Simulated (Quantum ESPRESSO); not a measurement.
# Work-function anisotropy of Rh, part 5 of 6

Wanted: work functions of Rh face by face, under two functionals.

Quantum ESPRESSO 7.5; plane-wave DFT, PBE, PseudoDojo norm-conserving pseudopotentials.

So far. Step 7 (Relaxation with pw.x of (100), PBE): The relaxation lowers the energy by 7 meV an atom. On the free atoms the largest force ends at 0.021 eV/Å. Step 11 (Electrostatic potential of (100)): On (100) the work function under PBEsol lies +0.13 eV from PBE's.

## Step 12: Relaxing the ions of (110), PBE

Level of this step: plane-wave DFT, PBE, GBRV ultrasoft pseudopotentials (Quantum ESPRESSO 7.5).

System of this step: Rh(110), 7 layers. The cell holds 7 atoms: 7 Rh. Cell: a = 3.800 Å, b = 2.687 Å, c = 24.061 Å, α = 90.0°, β = 90.0°, γ = 90.0°. It derives from Rh. Vacuum lies along c.

The input, 110.relax.in:

```
&control
  prefix = '110.relax'
  outdir = './out'
  pseudo_dir = './pseudo'
  nstep = 40
  forc_conv_thr = 0.001
  calculation = 'relax'
/
&system
  ibrav = 0
  nat = 7
  ntyp = 1
  ecutwfc = 40
  ecutrho = 200
  occupations = 'smearing'
  smearing = 'mv'
  degauss = 0.02
/
&electrons
  conv_thr = 1e-07
  mixing_beta = 0.4
  electron_maxstep = 120
  mixing_mode = 'local-TF'
/
&ions
/
ATOMIC_SPECIES
  Rh  102.9055  rh_pbe_v1.4.uspp.F.UPF
CELL_PARAMETERS angstrom
  3.80000000000000 0.00000000000000 0.00000000000000
  0.00000000000000 2.68700576850888 0.00000000000000
  0.00000000000000 0.00000000000000 24.06101730552664
ATOMIC_POSITIONS crystal
  Rh  0.000000000000 0.000000000000 0.332488019871
  Rh  0.500000000000 0.500000000000 0.388325346581
  Rh  0.000000000000 0.000000000000 0.444162673290 0 0 0
  Rh  0.500000000000 0.500000000000 0.500000000000 0 0 0
  Rh  0.000000000000 0.000000000000 0.555837326710 0 0 0
  Rh  0.500000000000 0.500000000000 0.611674653419
  Rh  0.000000000000 0.000000000000 0.667511980129
K_POINTS automatic
  8 12 1 0 0 0
```

Launch:

```
OMP_NUM_THREADS=1 mpirun -n 4 pw.x -nk 4 -in 110.relax.in > 110.relax.out
```

The log of the run:

```text
[banner, memory and clock lines left out]
Program PWSCF v.7.5 starts

          URL

     Message from routine setup:
     using ibrav=0 with symmetry is DISCOURAGED, use correct ibrav instead

     G-vector sticks info

     bravais-lattice index     =            0
     lattice parameter (alat)  =       7.1810  a.u.
     unit-cell volume          =    1657.9170 (a.u.)^3
     number of atoms/cell      =            7
     number of atomic types    =            1
     number of electrons       =       105.00
     number of Kohn-Sham states=           64
     kinetic-energy cutoff     =      40.0000  Ry
     charge density cutoff     =     200.0000  Ry
     scf convergence threshold =      1.0E-07
     mixing beta               =       0.4000
     number of iterations used =            8  local-TF  mixing
     energy convergence thresh.=      1.0E-04
     force convergence thresh. =      1.0E-03
     Exchange-correlation=  SLA  PW   PBX  PBC
                           (   1   4   3   4   0   0   0)
     nstep                     =           40

     celldm(1)=   7.180959  celldm(2)=   0.000000  celldm(3)=   0.000000
     celldm(4)=   0.000000  celldm(5)=   0.000000  celldm(6)=   0.000000

     crystal axes: (cart. coord. in units of alat)
               a(1) = (   1.000000   0.000000   0.000000 )
               a(2) = (   0.000000   0.707107   0.000000 )
               a(3) = (   0.000000   0.000000   6.331847 )

     reciprocal axes: (cart. coord. in units 2 pi/alat)
               b(1) = (  1.000000  0.000000  0.000000 )
               b(2) = (  0.000000  1.414214  0.000000 )
               b(3) = (  0.000000  0.000000  0.157932 )

     PseudoPot. # 1 for Rh read from file:
     ./pseudo/rh_pbe_v1.4.uspp.F.UPF
     Pseudo is Ultrasoft + core correction, Zval = 15.0
     Generated by new atomic code, or converted to UPF format
     Using radial grid of  969 points,  7 beta functions with:
                l(1) =   0
                l(2) =   0
                l(3) =   1
                l(4) =   1
                l(5) =   2
                l(6) =   2
                l(7) =   2
     Q(r) pseudized with  8 coefficients,  rinner =    1.200   1.200   1.200
                                                       1.200   1.200

     atomic species   valence    mass     pseudopotential
     Rh               15.00   102.90550     Rh( 1.00)

      8 Sym. Ops., with inversion, found

   Cartesian axes

     site n.     atom                  positions (alat units)
         1        Rh     tau(   1) = (   0.0000000   0.0000000   2.1052632  )
         2        Rh     tau(   2) = (   0.5000000   0.3535534   2.4588165  )
         3        Rh     tau(   3) = (   0.0000000   0.0000000   2.8123699  )
         4        Rh     tau(   4) = (   0.5000000   0.3535534   3.1659233  )
         5        Rh     tau(   5) = (   0.0000000   0.0000000   3.5194767  )
         6        Rh     tau(   6) = (   0.5000000   0.3535534   3.8730301  )
         7        Rh     tau(   7) = (   0.0000000   0.0000000   4.2265835  )

     number of k points=    35  Marzari-Vanderbilt smearing, width (Ry)=  0.0200
                       cart. coord. in units 2pi/alat
        k(    1) = (   0.0000000   0.0000000   0.0000000), wk =   0.0208333
        k(    2) = (   0.0000000   0.1178511   0.0000000), wk =   0.0416667
        k(    3) = (   0.0000000   0.2357023   0.0000000), wk =   0.0416667
        k(    4) = (   0.0000000   0.3535534   0.0000000), wk =   0.0416667
        k(    5) = (   0.0000000   0.4714045   0.0000000), wk =   0.0416667
        k(    6) = (   0.0000000   0.5892557   0.0000000), wk =   0.0416667
        k(    7) = (   0.0000000  -0.7071068   0.0000000), wk =   0.0208333
        k(    8) = (   0.1250000   0.0000000   0.0000000), wk =   0.0416667
        k(    9) = (   0.1250000   0.1178511   0.0000000), wk =   0.0833333
        k(   10) = (   0.1250000   0.2357023   0.0000000), wk =   0.0833333
        k(   11) = (   0.1250000   0.3535534   0.0000000), wk =   0.0833333
        k(   12) = (   0.1250000   0.4714045   0.0000000), wk =   0.0833333
        k(   13) = (   0.1250000   0.5892557   0.0000000), wk =   0.0833333
        k(   14) = (   0.1250000  -0.7071068   0.0000000), wk =   0.0416667
        k(   15) = (   0.2500000   0.0000000   0.0000000), wk =   0.0416667
        k(   16) = (   0.2500000   0.1178511   0.0000000), wk =   0.0833333
        k(   17) = (   0.2500000   0.2357023   0.0000000), wk =   0.0833333
        k(   18) = (   0.2500000   0.3535534   0.0000000), wk =   0.0833333
        k(   19) = (   0.2500000   0.4714045   0.0000000), wk =   0.0833333
        k(   20) = (   0.2500000   0.5892557   0.0000000), wk =   0.0833333
        k(   21) = (   0.2500000  -0.7071068   0.0000000), wk =   0.0416667
        k(   22) = (   0.3750000   0.0000000   0.0000000), wk =   0.0416667
        k(   23) = (   0.3750000   0.1178511   0.0000000), wk =   0.0833333
        k(   24) = (   0.3750000   0.2357023   0.0000000), wk =   0.0833333
        k(   25) = (   0.3750000   0.3535534   0.0000000), wk =   0.0833333
        k(   26) = (   0.3750000   0.4714045   0.0000000), wk =   0.0833333
        k(   27) = (   0.3750000   0.5892557   0.0000000), wk =   0.0833333
        k(   28) = (   0.3750000  -0.7071068   0.0000000), wk =   0.0416667
        k(   29) = (  -0.5000000   0.0000000   0.0000000), wk =   0.0208333
        k(   30) = (  -0.5000000   0.1178511   0.0000000), wk =   0.0416667
        k(   31) = (  -0.5000000   0.2357023   0.0000000), wk =   0.0416667
        k(   32) = (  -0.5000000   0.3535534   0.0000000), wk =   0.0416667
        k(   33) = (  -0.5000000   0.4714045   0.0000000), wk =   0.0416667
        k(   34) = (  -0.5000000   0.5892557   0.0000000), wk =   0.0416667
        k(   35) = (  -0.5000000  -0.7071068   0.0000000), wk =   0.0208333

     Dense  grid:    79211 G-vectors     FFT dimensions: (  36,  24, 216)

     Smooth grid:    56639 G-vectors     FFT dimensions: (  30,  24, 192)

     Initial potential from superposition of free atoms

     starting charge     101.4993, renormalised to     105.0000

     negative rho (up, down):  4.079E-01 0.000E+00
     Starting wfcs are   84 randomized atomic wfcs

     per-process dynamical memory:   127.2 Mb

     Self-consistent Calculation

     iteration #  1     ecut=    40.00 Ry     beta= 0.40
     Davidson diagonalization with overlap
     ethr =  1.00E-02,  avg # of iterations =  4.0

     negative rho (up, down):  4.182E-01 0.000E+00

     total energy              =   -1198.34200157 Ry
     estimated scf accuracy    <       5.11155188 Ry

[...]
iteration #  4     ecut=    40.00 Ry     beta= 0.40
     Davidson diagonalization with overlap
     ethr =  1.60E-08,  avg # of iterations =  1.0

     negative rho (up, down):  4.171E-01 0.000E+00

     total energy              =   -1198.17632613 Ry
     estimated scf accuracy    <       0.00000256 Ry

     iteration #  5     ecut=    40.00 Ry     beta= 0.40
     Davidson diagonalization with overlap
     ethr =  2.44E-09,  avg # of iterations =  1.1

     negative rho (up, down):  4.171E-01 0.000E+00

     total energy              =   -1198.17632619 Ry
     estimated scf accuracy    <       0.00000010 Ry

     iteration #  6     ecut=    40.00 Ry     beta= 0.40
     Davidson diagonalization with overlap
     ethr =  9.63E-11,  avg # of iterations =  2.4

     negative rho (up, down):  4.171E-01 0.000E+00

     total energy              =   -1198.17632618 Ry
     estimated scf accuracy    <       0.00000005 Ry

     iteration #  7     ecut=    40.00 Ry     beta= 0.40
     Davidson diagonalization with overlap
     ethr =  5.01E-11,  avg # of iterations =  1.5

     negative rho (up, down):  4.171E-01 0.000E+00

     total energy              =   -1198.17632620 Ry
     estimated scf accuracy    <       0.00000002 Ry

     iteration #  8     ecut=    40.00 Ry     beta= 0.40
     Davidson diagonalization with overlap
     ethr =  2.07E-11,  avg # of iterations =  2.3

     negative rho (up, down):  4.171E-01 0.000E+00

     total energy              =   -1198.17632622 Ry
     estimated scf accuracy    <          7.0E-09 Ry

     iteration #  9     ecut=    40.00 Ry     beta= 0.40
     Davidson diagonalization with overlap
     ethr =  6.71E-12,  avg # of iterations =  1.7

     negative rho (up, down):  4.171E-01 0.000E+00

     total energy              =   -1198.17632624 Ry
     estimated scf accuracy    <          3.0E-09 Ry

     iteration # 10     ecut=    40.00 Ry     beta= 0.40
     Davidson diagonalization with overlap
     ethr =  2.87E-12,  avg # of iterations =  2.0

     negative rho (up, down):  4.171E-01 0.000E+00

     total energy              =   -1198.17632624 Ry
     estimated scf accuracy    <          1.2E-09 Ry

     iteration # 11     ecut=    40.00 Ry     beta= 0.40
     Davidson diagonalization with overlap
     ethr =  1.11E-12,  avg # of iterations =  1.9

     negative rho (up, down):  4.171E-01 0.000E+00

     End of self-consistent calculation

          k = 0.0000 0.0000 0.0000 (  7079 PWs)   bands (ev):

   -41.4690 -41.3862 -41.3515 -41.2342 -41.2324 -41.1598 -41.0841 -41.0544
   -41.0488 -41.0433 -40.9839 -40.9283 -40.9047 -40.8709 -40.8502 -40.5274
   -40.5273 -40.4935 -40.4934 -40.4809 -40.4725  -1.9625  -0.8266  -0.4756
    -0.0432   0.0507   0.5057   0.7609   0.8861   1.4574   1.7158   1.9168
     2.0741   2.2600   2.3946   2.5707   2.6594   2.6648   3.0360   3.0528
     3.1269   3.1879   3.6827   3.7708   3.9159   4.2878   4.3427   4.3908
     4.5570   4.6454   4.6682   4.8036   5.2525   5.4028   5.6528   5.8151
     5.9091   6.2344   6.3265   6.4776   8.0527   9.8260   9.8424   9.8854

          k = 0.0000 0.1179 0.0000 (  7043 PWs)   bands (ev):

   -41.4563 -41.3763 -41.3544 -41.2353 -41.2282 -41.1633 -41.1106 -41.0620
   -41.0544 -41.0477 -41.0039 -40.9403 -40.9137 -40.8778 -40.8772 -40.5296
   -40.5295 -40.5189 -40.5187 -40.4772 -40.4694  -1.7811  -0.6705  -0.3293
     0.0603   0.2055   0.6188   0.9090   0.9560   1.5171   1.6769   1.7090
     2.0271   2.1249   2.1345   2.2880   2.7231   2.7242   2.9144   2.9624
     3.2067   3.3108   3.7343   3.9415   3.9687   4.2285   4.2998   4.3384
     4.5501   4.6369   4.8519   4.9237   5.1441   5.5166   5.5528   5.7596
     5.8192   6.1263   6.4101   6.4315   8.1688   9.9525   9.9888  10.5609

          k = 0.0000 0.2357 0.0000 (  7066 PWs)   bands (ev):

   -41.4197 -41.3671 -41.3481 -41.2545 -41.2116 -41.1826 -41.1756 -41.0998
   -41.0627 -41.0553 -41.0507 -40.9832 -40.9458 -40.9219 -40.8966 -40.5868
   -40.5861 -40.5357 -40.5357 -40.4681 -40.4615  -1.2757  -0.2947   0.0075
     0.4155   0.5145   0.6022   1.0723   1.1571   1.2571   1.3094   1.7098
     1.7330   1.8575   2.1457   2.3627   2.4881   2.7668   2.9180   3.0911
     3.4411   3.4689   3.5667   3.6812   4.0614   4.3140   4.3449   4.4209
     4.7769   4.7960   4.9941   5.0021   5.0146   5.4732   5.4927   5.5685
     5.7029   6.2609   6.4754   6.7286   8.5194  10.3236  10.4242  11.7055

          k = 0.0000 0.3536 0.0000 (  7088 PWs)   bands (ev):

   -41.3984 -41.3634 -41.3066 -41.3059 -41.2589 -41.2435 -41.1882 -41.1376
   -41.1102 -41.0874 -41.0597 -41.0253 -41.0035 -40.9324 -40.9297 -40.6737
   -40.6717 -40.5446 -40.5446 -40.4572 -40.4518  -0.5674   0.0113   0.2327
     0.3860   0.4820   0.5833   0.7644   0.9913   1.2013   1.4140   1.4690
     1.4965   1.8874   2.0179   2.4900   2.7857   3.1100   3.1280   3.4122
     3.4460   3.6123   3.7710   3.9981   4.1293   4.2725   4.5118   4.6068
     4.6979   5.0615   5.0815   5.1637   5.3885   5.4151   5.4628   5.8369
     5.9215   6.3410   6.4541   7.1968   9.0851  10.9052  11.1376  12.3355

          k = 0.0000 0.4714 0.0000 (  7086 PWs)   bands (ev):

   -41.4474 -41.3747 -41.3360 -41.3286 -41.2943 -41.2564 -41.2399 -41.1635
   -41.1177 -41.0963 -41.0709 -41.0525 -41.0336 -40.9765 -40.9498 -40.7498
   -40.7452 -40.5540 -40.5540 -40.4473 -40.4427  -0.1656  -0.0469   0.1306
     0.1694   0.2938   0.3443   0.7061   0.7676   1.0342   1.3682   1.5706
     1.6779   1.7063   2.1070   2.4407   2.5971   2.8808   3.4682   3.7531
     3.9302   3.9529   4.2009   4.3921   4.7113   4.7938   4.8521   4.9880
     5.1892   5.2558   5.5107   5.6846   5.7410   5.7694   5.8253   5.9947
     6.0102   6.2854   6.4672   7.8124   9.7702  11.5478  12.0944  12.5770

          k = 0.0000 0.5893 0.0000 (  7134 PWs)   bands (ev):

   -41.4930 -41.4252 -41.4009 -41.3829 -41.3298 -41.2242 -41.2095 -41.1417
   -41.1293 -41.0893 -41.0812 -41.0701 -41.0586 -41.0335 -40.9688 -40.7953
   -40.7876 -40.5613 -40.5613 -40.4404 -40.4365  -0.4483  -0.2630  -0.1030
     0.0655   0.1977   0.4802   0.4842   0.7787   0.9800   1.2735   1.6132
     1.8120   1.8126   1.8969   2.2130   2.6825   2.8358   3.4357   3.8827
     4.2198   4.3280   4.5685   4.5935   5.0377   5.0859   5.2753   5.3731
     5.6105   5.8018   5.8184   5.8894   5.8918   5.9764   6.3477   6.4397
     7.0601   7.1304   7.2469   8.5276  10.1696  10.5960  10.9514  12.2058

          k = 0.0000-0.7071 0.0000 (  7130 PWs)   bands (ev):

   -41.5112 -41.4360 -41.4358 -41.3896 -41.3734 -41.1871 -41.1859 -41.1316
   -41.1235 -41.1025 -41.0839 -41.0761 -41.0699 -41.0683 -40.9771 -40.8092
   -40.8002 -40.5641 -40.5641 -40.4380 -40.4342  -0.5486  -0.3513  -0.1975
    -0.0315   0.1578   0.3863   0.5104   0.6885   1.1709   1.1988   1.6302
     1.7056   1.8324   2.0321   2.0761   2.5873   2.9797   3.3833   3.8517
     4.2629   4.5988   4.7052   4.8809   5.1035   5.1080   5.2251   5.5550
     5.7093   5.7790   5.7986   5.9868   6.0506   6.2488   6.3506   6.4916
     8.6365   8.7845   8.8062   8.9866   9.0460   9.1354   9.1470  11.8909

          k = 0.1250 0.0000 0.0000 (  7045 PWs)   bands (ev):

   -41.4516 -41.4016 -41.4003 -41.2334 -41.1812 -41.1801 -41.0754 -41.0661
   -41.0378 -41.0147 -40.9821 -40.9348 -40.9079 -40.8781 -40.8585 -40.5323
   -40.5304 -40.4956 -40.4956 -40.4750 -40.4689  -1.7684  -0.7219  -0.3678
     0.0376   0.1182   0.2811   0.7756   0.7971   1.2385   1.8867   2.1307
     2.1407   2.2284   2.4890   2.7360   2.8446   2.8751   2.9927   3.0525
     3.1686   3.2251   3.2838   3.6699   4.1342   4.1352   4.3378   4.4075
     4.5211   4.6274   4.6894   5.0939   5.2557   5.2850   5.6295   5.8206
     5.8947   6.2852   6.3339   6.3410   8.0475   9.0368   9.9011   9.9970

          k = 0.1250 0.1179 0.0000 (  7043 PWs)   bands (ev):

   -41.4412 -41.3985 -41.3905 -41.2357 -41.1826 -41.1822 -41.1040 -41.0610
   -41.0571 -41.0161 -41.0026 -40.9470 -40.9179 -40.9022 -40.8672 -40.5344
   -40.5329 -40.5191 -40.5191 -40.4725 -40.4665  -1.5920  -0.5618  -0.2140
     0.1354   0.2850   0.39
[key lines of the parts left out:]
the Fermi energy is     5.5126 ev
convergence has been achieved in   9 iterations
```

Wall time 10 min (4 MPI ranks of Arm Neoverse V2, shared host); peak memory 1 GiB.

Relaxation path:

```csv
step,energy less that of the first step (eV),largest force (eV/Å)
1,0.0000,0.6634
2,-0.0316,0.5104
3,-0.0567,0.3399
4,-0.0755,0.1044
5,-0.0767,0.0311
6,-0.0768,0.0295
7,-0.0769,0.0258
8,-0.0770,0.0190
```

The atoms that moved most (Å):

```csv
atom,dx,dy,dz,length
Rh6,0.000,0.000,0.062,0.062
Rh2,0.000,0.000,-0.062,0.062
Rh1,0.000,0.000,0.055,0.055
Rh7,0.000,0.000,-0.055,0.055
```

The relaxation lowers the energy by 11 meV an atom. On the free atoms the largest force ends at 0.019 eV/Å.

Numbers from this step:

| Quantity | Value |
| --- | --- |
| free energy | -16302.0196 eV |
| Fermi energy | 5.512 eV |

(Continued in part 6 of 6.)

[Logs are printed without paths, hosts, clocks, repeated set-up lines and the standing remarks that a program may print on its own settings, such as how far it seeks lower states.]

[Hosts, paths, dates, database ids (printed as entryN), source tags and the programs' standing remarks are cut or masked in the printed files.]

[Maps of the electrostatic potential energy from Ansatz leave out the sawtooth potential of an applied field or a dipole correction, so their vacuum need not be flat; planar profiles and work functions include it.]
